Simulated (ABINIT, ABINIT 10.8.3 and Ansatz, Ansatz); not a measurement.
# AgCl (Fm-3m): Bethe-Salpeter spectra with ABINIT

Aim: follow the lowest exciton of AgCl (Fm-3m) as the mesh is refined.

Calculated with ABINIT 10.8.3 and Ansatz 0.2.0; PBE and many-body steps on it, plane waves.

Most raw output is cut from this account.

## (1) The structure

The structure is cubic, space group Fm-3m (No. 225). Conventional cell: a = 5.545 Å, b = 5.545 Å, c = 5.545 Å, α = 90.00°, β = 90.00°, γ = 90.00°. Nearest to Ag lie 6 Cl at 2.77 Å. Nearest to Cl lie 6 Ag at 2.77 Å. Farther neighbours and most contacts between anions are not listed.

Structure file:

```cif
data_structure
_symmetry_space_group_name_H-M 'P 1'
_symmetry_Int_Tables_number 1
_cell_length_a 3.9211
_cell_length_b 3.9211
_cell_length_c 3.9211
_cell_angle_alpha 60.000
_cell_angle_beta 60.000
_cell_angle_gamma 60.000
_cell_volume 42.63
loop_
_atom_site_label
_atom_site_type_symbol
_atom_site_fract_x
_atom_site_fract_y
_atom_site_fract_z
_atom_site_occupancy
Ag1 Ag 0.00000 0.00000 0.00000 1
Cl2 Cl 0.50000 0.50000 0.50000 1
```

The cell and positions are those that the Materials Project relaxed with its own functionals (PBE, PBE+U or r2SCAN), kept fixed.

## (2) Empty states on the mesh, 4×4×4 mesh, 103 bands

This step: ABINIT 10.8.3; DFT, PBE, plane waves, norm-conserving pseudopotentials.

The sums over transitions need many empty states on a uniform mesh; this step solves for them.

The input, run.abi:

```
acell 3*1.0 Angstrom
rprim 
  0.000000000000 2.772662996800 2.772662996800
  2.772662996800 0.000000000000 2.772662996800
  2.772662996800 2.772662996800 0.000000000000
ntypat 2
znucl 47 17
natom 2
typat 1 2
xred 
  0.000000000000 0.000000000000 0.000000000000
  0.500000000000 0.500000000000 0.500000000000
pp_dirpath "pseudos"
pseudos "Ag.upf, Cl.upf"
ecut 37
ngkpt 4 4 4
nshiftk 1
shiftk 0 0 0
kptopt 1
chksymbreak 0
irdden 1
istwfk *1
nband 103
prtvol 0
optdriver 6
gwr_task "HDIAGO"
paral_kgb 0
occopt 1
indata_prefix "in"
outdata_prefix "out"
tmpdata_prefix "tmp"
```

Run with:

```
OMP_NUM_THREADS=1 mpirun -n 8 abinit run.abi > log
```

It took 22 s on 8 MPI ranks of Arm Neoverse V2, shared host; peak memory 4.6 GiB.

This step gave:

- gap: 0.9128 eV
- k of the valence top: 0.5, 0, 0
- k of the conduction bottom: 0, 0, 0
- least direct gap: 3.230 eV
- k points computed: 8
- lowest point of the top converged band, above the valence top: 80.6275 eV

On this mesh the gap is 0.913 eV.

The density comes from a self-consistent run that is not shown.

## (3) Screening, 4×4×4 mesh, 95 bands, screening to 149.7 eV

The RPA dielectric matrix is built and inverted for each q.

This step: RPA screening on PBE, plane waves, norm-conserving pseudopotentials.

run.abi, as its differences from that of step 2:

```diff
@@ -20,10 +20,11 @@
 chksymbreak 0
-irdden 1
 istwfk *1
-nband 103
-prtvol 0
-optdriver 6
-gwr_task "HDIAGO"
-paral_kgb 0
 occopt 1
+irdwfk 1
+optdriver 3
+nband 95
+ecuteps 5.5
+inclvkb 2
+awtr 1
+symchi 1
 indata_prefix "in"
```

Wall time 9.8 s (8 MPI ranks); peak memory 1.2 GiB; 77 s of CPU time.

Numbers from this step:

```
ε∞ with local fields, on this mesh, along the program's q direction : 5.284
the same without local fields                                       : 5.736
plasma frequency                                                    : 29.00 eV
plane waves in the screening matrix                                 : 169
```

Local fields lower ε∞ by 8 %. On a Γ-centred mesh this coarse the value itself is usually too large, while a short band sum pulls it down.

## (4) Self-energy, 4×4×4 mesh, 95 bands, screening to 149.7 eV

The self-energy is evaluated for the states that the input lists, and the levels follow from it, in one-shot runs by the linearised quasiparticle equation.

This step: G0W0 on PBE, plane waves, norm-conserving pseudopotentials.

run.abi, as its differences from that of step 3:

```diff
@@ -23,8 +23,17 @@
 irdwfk 1
-optdriver 3
+optdriver 4
 nband 95
+gwcalctyp 0
+ecutsigx 37
+symsigma 1
+nkptgw 2
+kptgw 
+  0.5000000000 0.0000000000 0.0000000000
+  0.0000000000 0.0000000000 0.0000000000
+bdgw 
+  12 15
+  11 17
 ecuteps 5.5
-inclvkb 2
-awtr 1
-symchi 1
+irdscr 1
+ppmodel 1
 indata_prefix "in"
```

Run time: 4 s. Hardware: 8 MPI ranks; peak memory 1.3 GiB.

This step gave:

```yaml
g0w0_gap_on_the_points_computed: 2.101 eV
starting_gap_on_the_mesh: 0.9128 eV
k_of_the_valence_top: 0.5, 0, 0
k_of_the_conduction_bottom: 0, 0, 0
least_direct_g0w0_gap_on_the_computed_points: 4.645 eV
```

The gap on the mesh goes from 0.91 eV to 2.10 eV, a correction of +1.19 eV.

The gap opens by 1.188 eV; the next steps shift the empty bands rigidly by 1.188 eV. The least direct G0W0 gap is 4.645 eV, so this shift leaves the direct transitions −0.23 eV off.

## (5) Excitons

Optical absorption needs the electron-hole interaction, solved here in a basis of vertical transitions on the mesh.

This step: Bethe-Salpeter equation on PBE with a scissors shift, plane waves, norm-conserving pseudopotentials.

run.abi, as its differences from that of step 4:

```diff
@@ -23,17 +23,17 @@
 irdwfk 1
-optdriver 4
-nband 95
-gwcalctyp 0
-ecutsigx 37
-symsigma 1
-nkptgw 2
-kptgw 
-  0.5000000000 0.0000000000 0.0000000000
-  0.0000000000 0.0000000000 0.0000000000
-bdgw 
-  12 15
-  11 17
-ecuteps 5.5
+optdriver 99
+bs_calctype 1
+mbpt_sciss 1.188 eV
+bs_loband 6
+nband 15
+bs_exchange_term 1
+bs_coulomb_term 11
+bs_coupling 0
+bs_algorithm 1
+bs_freq_mesh 0 10 0.1 eV
+zcut 0.15 eV
+ecuteps 4
+ecutwfn 18.5
+inclvkb 2
 irdscr 1
-ppmodel 1
 indata_prefix "in"
```

Run time: 15 s. Hardware: 8 MPI ranks; peak memory 0.69 GiB.

Numbers from this step:

```
direct gap of the transition levels                            : 4.418 eV
transitions in the window                                      : 1024
first strong exciton (over a fiftieth of the strongest listed) : 3.862 eV
lowest state                                                   : 3.862 eV
binding of the lowest state below the direct gap               : 0.5555 eV
Coulomb term of one mesh cell                                  : 0.5539 eV
```

The binding is 1.0 times the screened Coulomb term of one mesh cell (0.55 eV), so it is not shown settled.

The lowest state lies at 3.862 eV, 0.556 eV under the direct gap.

Lines within 3 meV are set at the lowest of them, and the highest group, which the list may cut short, is left out. Lines of the exciton spectrum (strongest = 100):

```
position (eV)  lines merged  oscillator strength, relative
        3.862             3                            100
        3.881             2                            0.3
        3.975             3                            0.1
        4.272             2                            0.1
        4.325             1                             45
        4.329             2                             87
        4.394             1                            0.0
```

Mean over the three Cartesian directions of q; broadening 0.15 eV; transition window only. Limits: finite bands, cutoff and mesh; d shell near the gap, gap tends to lie low; no spin-orbit coupling; coarse k mesh; exciton not shown settled in the k mesh. Table of ε₂ by photon energy; read off at these points:

```
photon energy (eV)     BSE  no electron-hole interaction  Kohn-Sham, no shift
              0.00       0                             0                    0
              0.30  0.0108                        0.0065               0.0136
              0.70  0.0262                        0.0157               0.0334
              1.00  0.0394                        0.0232               0.0509
              1.40  0.0610                        0.0348               0.0813
              1.70  0.0824                        0.0452                0.114
              2.10   0.123                        0.0631                0.185
              2.40   0.171                        0.0810                0.287
              2.80   0.288                         0.116                0.686
              3.10   0.482                         0.157                 2.49
              3.40    1.02                         0.225                 3.06
              3.80    6.89                         0.436                 8.09
              3.90    7.89                         0.547                 4.95
              4.10    5.12                          1.01                 3.49
              4.30    10.2                          2.67                 4.05
              4.50    5.09                          3.68                 2.58
              4.80    3.73                          5.67                 6.64
              5.20    2.87                          3.44                 6.87
              5.50    10.8                          3.91                 3.64
              5.60    13.7                          2.86                 2.67
              5.90    4.59                          4.24                 3.79
              6.20    2.66                          14.2                 4.19
              6.60    4.39                          4.44                 3.40
              6.70    5.23                          3.50                 2.72
              6.90    3.31                          2.42                 1.31
              7.20    2.23                          5.85                0.984
              7.60   0.960                          3.33                 2.83
              7.90   0.856                          2.61                 2.94
              8.30    2.89                          1.04                 3.45
              8.60    2.77                          1.43                 3.88
              9.00    3.27                          3.32                 1.53
              9.30    2.68                          3.38                0.808
              9.70    1.10                          3.83                 1.24
             10.00   0.646                          2.37                 1.89
```

## (6) Triplet (no exchange term)

run.abi, as its differences from that of step 5:

```diff
@@ -28,3 +28,3 @@
 nband 15
-bs_exchange_term 1
+bs_exchange_term 0
 bs_coulomb_term 11
@@ -32,3 +32,3 @@
 bs_algorithm 1
-bs_freq_mesh 0 10 0.1 eV
+bs_freq_mesh 0 8 0.05 eV
 zcut 0.15 eV
```

Run time: 15 s. Hardware: 8 MPI ranks; peak memory 0.69 GiB.

The lowest triplet lies at 3.786 eV; triplets are dark, so no spectrum is read.

## (7) Beyond Tamm-Dancoff

run.abi, as its differences from that of step 6:

```diff
@@ -28,5 +28,5 @@
 nband 15
-bs_exchange_term 0
+bs_exchange_term 1
 bs_coulomb_term 11
-bs_coupling 0
+bs_coupling 1
 bs_algorithm 1
```

Wall time 56 s (8 MPI ranks); peak memory 0.7 GiB; 7.5 min of CPU time.

Numbers from this step:

```yaml
direct_gap_of_the_transition_levels: 4.418 eV
transitions_in_the_window: 1024
lowest_state: 3.86 eV
binding_of_the_lowest_state_below_the_direct_gap: 0.5579 eV
coulomb_term_of_one_mesh_cell: 0.5539 eV
```

The binding is 1.0 times the screened Coulomb term of one mesh cell (0.55 eV), so it is not shown settled.

The lowest state lies at 3.860 eV, 0.558 eV under the direct gap.

## (8) Dielectric constant by perturbation theory

This step: Ansatz 0.2.0; DFT, PBE, linear response to an electric field, plane waves, PAW.

The response to a uniform field gives ε∞, a yardstick for the screening that GW builds on its mesh.

The input, input.yaml:

```yaml
crystal:
  lattice:
    - [0.0, 2.7726629968, 2.7726629968]
    - [2.7726629968, 0.0, 2.7726629968]
    - [2.7726629968, 2.7726629968, 0.0]
  atoms:
    - { symbol: Ag, position: [0.0, 0.0, 0.0] }
    - { symbol: Cl, position: [0.5, 0.5, 0.5] }
kpoints:
  mp_grid: { grid: [6, 6, 6] }
hamiltonian:
  xc: pbe
scf:
  occupations: { method: fixed }
dielectric: {}
```

Run with:

```
ansatz run input.yaml --threads 8 --pin off --max-ram 14745MiB --backend cpu --events-out ev --progress --plain --runs-dir out
```

Elapsed: 4.3 s, on 8 threads; peak memory 0.42 GiB; 25 s of CPU time.

The field response gives a mean ε∞ of 5.10, which the model screening below takes as its input.

## (9) Model screening

This step: ABINIT 10.8.3; Bethe-Salpeter equation on PBE with a scissors shift, plane waves, norm-conserving pseudopotentials.

run.abi, as its differences from that of step 7:

```diff
@@ -29,6 +29,6 @@
 bs_exchange_term 1
-bs_coulomb_term 11
-bs_coupling 1
-bs_algorithm 1
-bs_freq_mesh 0 8 0.05 eV
+bs_coulomb_term 21
+bs_coupling 0
+bs_algorithm 2
+bs_freq_mesh 0 10 0.1 eV
 zcut 0.15 eV
@@ -37,3 +37,6 @@
 inclvkb 2
-irdscr 1
+mdf_epsinf 5.1
+irdden 1
+bs_haydock_niter 300
+bs_haydock_tol -0.02 0
 indata_prefix "in"
```

Run with:

```
OMP_NUM_THREADS=1 mpirun -n 8 abinit run.abi > log
```

Elapsed: 13 s, on 8 MPI ranks; peak memory 0.68 GiB; 1.8 min of CPU time.

Numbers from this step:

- direct gap of the transition levels: 4.418 eV
- transitions in the window: 1024
- Coulomb term of one mesh cell: 0.5741 eV

Mean over the three Cartesian directions of q; broadening 0.15 eV; transition window only. Limits: finite bands, cutoff and mesh; d shell near the gap, gap tends to lie low; no spin-orbit coupling; coarse k mesh; exciton not shown settled in the k mesh. The ε₂ by photon energy; read off at these points:

```
photon energy (eV)     BSE  no electron-hole interaction  Kohn-Sham, no shift
              0.00       0                             0                    0
              0.30  0.0106                        0.0065               0.0136
              0.70  0.0258                        0.0157               0.0334
              1.00  0.0388                        0.0232               0.0509
              1.40  0.0600                        0.0348               0.0813
              1.70  0.0810                        0.0452                0.114
              2.10   0.121                        0.0631                0.185
              2.40   0.168                        0.0810                0.287
              2.80   0.283                         0.116                0.686
              3.10   0.473                         0.157                 2.49
              3.40    1.01                         0.225                 3.06
              3.80    6.80                         0.436                 8.09
              3.90    7.07                         0.547                 4.95
              4.10    4.93                          1.01                 3.49
              4.30    10.1                          2.67                 4.05
              4.50    4.80                          3.68                 2.58
              4.80    3.94                          5.67                 6.64
              5.20    2.91                          3.44                 6.87
              5.50    11.3                          3.91                 3.64
              5.60    13.9                          2.86                 2.67
              5.90    4.55                          4.24                 3.79
              6.20    2.58                          14.2                 4.19
              6.60    4.74                          4.44                 3.40
              6.70    5.28                          3.50                 2.72
              6.90    3.27                          2.42                 1.31
              7.20    2.29                          5.85                0.984
              7.60   0.965                          3.33                 2.83
              7.90   0.872                          2.61                 2.94
              8.30    2.91                          1.04                 3.45
              8.60    2.86                          1.43                 3.88
              9.00    3.41                          3.32                 1.53
              9.30    2.73                          3.38                0.808
              9.70    1.11                          3.83                 1.24
             10.00   0.650                          2.37                 1.89
```

## (10) Empty states on the mesh, 6×6×6 mesh, 27 bands

This step: DFT, PBE, plane waves, norm-conserving pseudopotentials.

The input, run.abi:

```
acell 3*1.0 Angstrom
rprim 
  0.000000000000 2.772662996800 2.772662996800
  2.772662996800 0.000000000000 2.772662996800
  2.772662996800 2.772662996800 0.000000000000
ntypat 2
znucl 47 17
natom 2
typat 1 2
xred 
  0.000000000000 0.000000000000 0.000000000000
  0.500000000000 0.500000000000 0.500000000000
pp_dirpath "pseudos"
pseudos "Ag.upf, Cl.upf"
ecut 37
ngkpt 6 6 6
nshiftk 1
shiftk 0.11 0.21 0.31
kptopt 3
chksymbreak 0
iscf -2
irdden 1
istwfk *1
nband 27
nbdbuf 4
tolwfr 1e-09
nstep 60
prtvol 0
indata_prefix "in"
outdata_prefix "out"
tmpdata_prefix "tmp"
```

Wall time 36 s (8 MPI ranks); peak memory 0.77 GiB.

This step gave:

| Quantity | Value |
| --- | --- |
| gap | 1.031 eV |
| k of the valence top | -0.4817, -0.465, -0.4483 |
| k of the conduction bottom | 0.0183, 0.035, 0.0517 |
| least direct gap | 3.042 eV |
| k points computed | 216 |
| lowest point of the top converged band, above the valence top | 14.39 eV |

On this mesh the gap is 1.031 eV.

## (11) Denser, shifted k mesh (6×6×6)

This step: Bethe-Salpeter equation on PBE with a scissors shift, plane waves, norm-conserving pseudopotentials.

run.abi, as its differences from that of step 10:

```diff
@@ -20,10 +20,23 @@
 chksymbreak 0
-iscf -2
+istwfk *1
+occopt 1
+irdwfk 1
+optdriver 99
+bs_calctype 1
+mbpt_sciss 1.188 eV
+bs_loband 6
+nband 15
+bs_exchange_term 1
+bs_coulomb_term 21
+bs_coupling 0
+bs_algorithm 2
+bs_freq_mesh 0 10 0.1 eV
+zcut 0.15 eV
+ecuteps 3
+ecutwfn 18.5
+inclvkb 2
+mdf_epsinf 5.1
 irdden 1
-istwfk *1
-nband 27
-nbdbuf 4
-tolwfr 1e-09
-nstep 60
-prtvol 0
+bs_haydock_niter 300
+bs_haydock_tol -0.02 0
 indata_prefix "in"
```

Wall time 47 s (8 MPI ranks); peak memory 2.8 GiB.

Numbers from this step:

| Property | Result |
| --- | --- |
| direct gap of the transition levels | 4.230 eV |
| transitions in the window | 3456 |
| Coulomb term of one mesh cell | 0.3827 eV |

Mean over the three Cartesian directions of q; broadening 0.15 eV; transition window only. Limits: finite bands, cutoff and mesh; d shell near the gap, gap tends to lie low; no spin-orbit coupling; exciton not shown settled in the k mesh. ε₂ against photon energy; read off at these points:

| photon energy (eV) | BSE | no electron-hole interaction | Kohn-Sham, no shift |
| --- | --- | --- | --- |
| 0.000 | 0 | 0 | 0 |
| 0.250 | 0.00747 | 0.00457 | 0.00920 |
| 0.500 | 0.0152 | 0.00923 | 0.0188 |
| 0.750 | 0.0235 | 0.0141 | 0.0292 |
| 1.000 | 0.0325 | 0.0193 | 0.0409 |
| 1.250 | 0.0429 | 0.0251 | 0.0548 |
| 1.500 | 0.0550 | 0.0315 | 0.072 |
| 1.750 | 0.0698 | 0.0389 | 0.0947 |
| 2.000 | 0.0883 | 0.0475 | 0.126 |
| 2.250 | 0.113 | 0.0581 | 0.175 |
| 2.500 | 0.147 | 0.0712 | 0.260 |
| 2.750 | 0.198 | 0.0884 | 0.466 |
| 3.000 | 0.280 | 0.112 | 1.19 |
| 3.250 | 0.442 | 0.146 | 2.44 |
| 3.500 | 0.833 | 0.199 | 2.82 |
| 3.750 | 2.51 | 0.303 | 3.02 |
| 4.000 | 5.37 | 0.560 | 3.36 |
| 4.250 | 4.70 | 1.57 | 4.07 |
| 4.500 | 4.25 | 2.58 | 5.36 |
| 4.750 | 4.79 | 3.00 | 7.20 |
| 4.800 | 4.96 | 3.15 | 7.28 |
| 5.000 | 5.56 | 2.95 | 6.73 |
| 5.250 | 8.02 | 3.49 | 5.75 |
| 5.400 | 8.86 | 3.87 | 4.36 |
| 5.500 | 7.75 | 4.37 | 3.98 |
| 5.750 | 5.49 | 5.98 | 3.71 |
| 6.000 | 4.29 | 7.28 | 3.67 |
| 6.250 | 3.38 | 6.67 | 3.59 |
| 6.500 | 3.26 | 5.15 | 3.56 |
| 6.750 | 3.16 | 3.90 | 3.48 |
| 7.000 | 3.17 | 3.76 | 3.12 |
| 7.250 | 3.18 | 3.60 | 3.15 |
| 7.500 | 2.88 | 3.62 | 3.39 |
| 7.750 | 2.51 | 3.54 | 3.41 |
| 8.000 | 2.60 | 3.48 | 2.93 |
| 8.250 | 2.73 | 3.04 | 2.85 |
| 8.500 | 2.67 | 3.29 | 3.07 |
| 8.750 | 2.26 | 3.43 | 2.58 |
| 9.000 | 2.14 | 3.36 | 2.03 |
| 9.250 | 2.16 | 2.84 | 1.45 |
| 9.500 | 1.62 | 2.92 | 1.22 |
| 9.750 | 1.30 | 2.96 | 1.36 |
| 10.000 | 0.957 | 2.46 | 1.40 |

(Part 1 of 2 ends here.)

[Paths, hosts, dates, memory and timing lines, banners, echoed tables and standing remarks are left out of the program output.]

[Logs are printed without paths, hosts, clocks, repeated set-up lines and the standing remarks that a program may print on its own settings, such as how far it seeks lower states.]

[Runs of the session that timed out or met a known fault of the program may be left out.]

[No measured gap is set beside runs whose start may be inverted or whose files or cutoffs have a known fault.]

[Hosts, paths, dates, database ids (printed as entryN), source tags and the programs' standing remarks are cut or masked in the printed files.]

[G0W0 gaps are taken among the corrected bands and points alone; a level outside them can change the order at an edge.]

[Where Ansatz stands beside ABINIT at settings called matched, ABINIT's density can come from a denser mesh and the files from another edition; pairs whose starting gaps differed by over 0.03 eV were left out, so agreement reads better than it is.]
